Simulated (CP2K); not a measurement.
Consider 3-cyanopyridine at its PBE geometry (Å).

```xyz
12

N     3.5061    0.4391   -0.0805
C     2.3536    0.2577   -0.0507
C     0.9439    0.0265   -0.0180
C     0.0313    1.0950    0.0097
C    -1.3284    0.8011    0.0378
C    -1.7292   -0.5386    0.0338
N    -0.8700   -1.5746    0.0063
C     0.4372   -1.2900   -0.0178
H     0.3907    2.1229    0.0065
H    -2.0714    1.5971    0.0607
H    -2.7896   -0.7992    0.0534
H     1.1258   -2.1371   -0.0412
```

Method: CP2K XAS_TDP, all-electron GAPW, PBEh(45%), aug-cc-pVDZ, TDA, no relativity.

Predict the bright core excitations at the C K edge.

Leading lines: C2 282.01 eV, C3 281.93 eV, C4 281.04 eV, C5 281.42 eV, C6 281.43 eV and C8 281.59 eV. The leading line of an atom is its first one with 35 % of the strongest within 2.5 eV of its lowest line over the strength cut. 

The first six lines of each atom with a strength over 0.0015:

```
                     atom  energy (eV)  states  strength, one atom
   C2 (bonded to C and N)       282.01       1              0.0343
                                282.47       1              0.0558
                                285.46       1              0.0274
                                287.26       1              0.0022
                                288.08       1              0.0032
                                289.81       1              0.0030
       C3 (bonded to 3 C)       281.93       1              0.0406
                                285.98       1              0.0069
                                286.69       1              0.0129
                                286.87       1              0.0028
                                287.02       1              0.0045
                                287.28       1              0.0024
 C4 (bonded to 2 C and H)       281.04       1              0.0558
                                285.25       1              0.0133
                                286.25       1              0.0032
                                286.48       1              0.0061
                                286.85       1              0.0036
                                287.29       1              0.0015
 C5 (bonded to 2 C and H)       281.42       1              0.0506
                                284.67       1              0.0127
                                285.96       1              0.0021
                                286.06       1              0.0017
                                286.26       1              0.0085
                                286.60       1              0.0017
C6 (bonded to C, N and H)       281.43       1              0.0558
                                285.64       1              0.0122
                                286.70       1              0.0040
                                287.23       1              0.0090
                                287.31       1              0.0017
                                287.42       1              0.0021
C8 (bonded to C, N and H)       281.59       1              0.0585
                                286.01       1              0.0127
                                286.69       1              0.0028
                                286.81       1              0.0056
                                287.42       2              0.0050
                                287.89       1              0.0023
```

Lines are vertical, at one geometry, with no vibrational structure. Without a correction of the core level, line positions, and the gaps between valence and Rydberg lines, follow the share of exact exchange. At this level such K lines come out 3 to 6 eV under measured ones. These values hold no scalar relativity, about 0.1 eV for C 1s. Rydberg lines, and the discretised continuum above threshold, depend on the basis and the box.

[Banner, clock and machine lines of the logs are left out without a mark of their own.]

[Logs are printed without paths, hosts, clocks, repeated set-up lines and the standing remarks that a program may print on its own settings, such as how far it seeks lower states.]

[Hosts, paths, dates, database ids (printed as entryN), source tags and the programs' standing remarks are cut or masked in the printed files.]
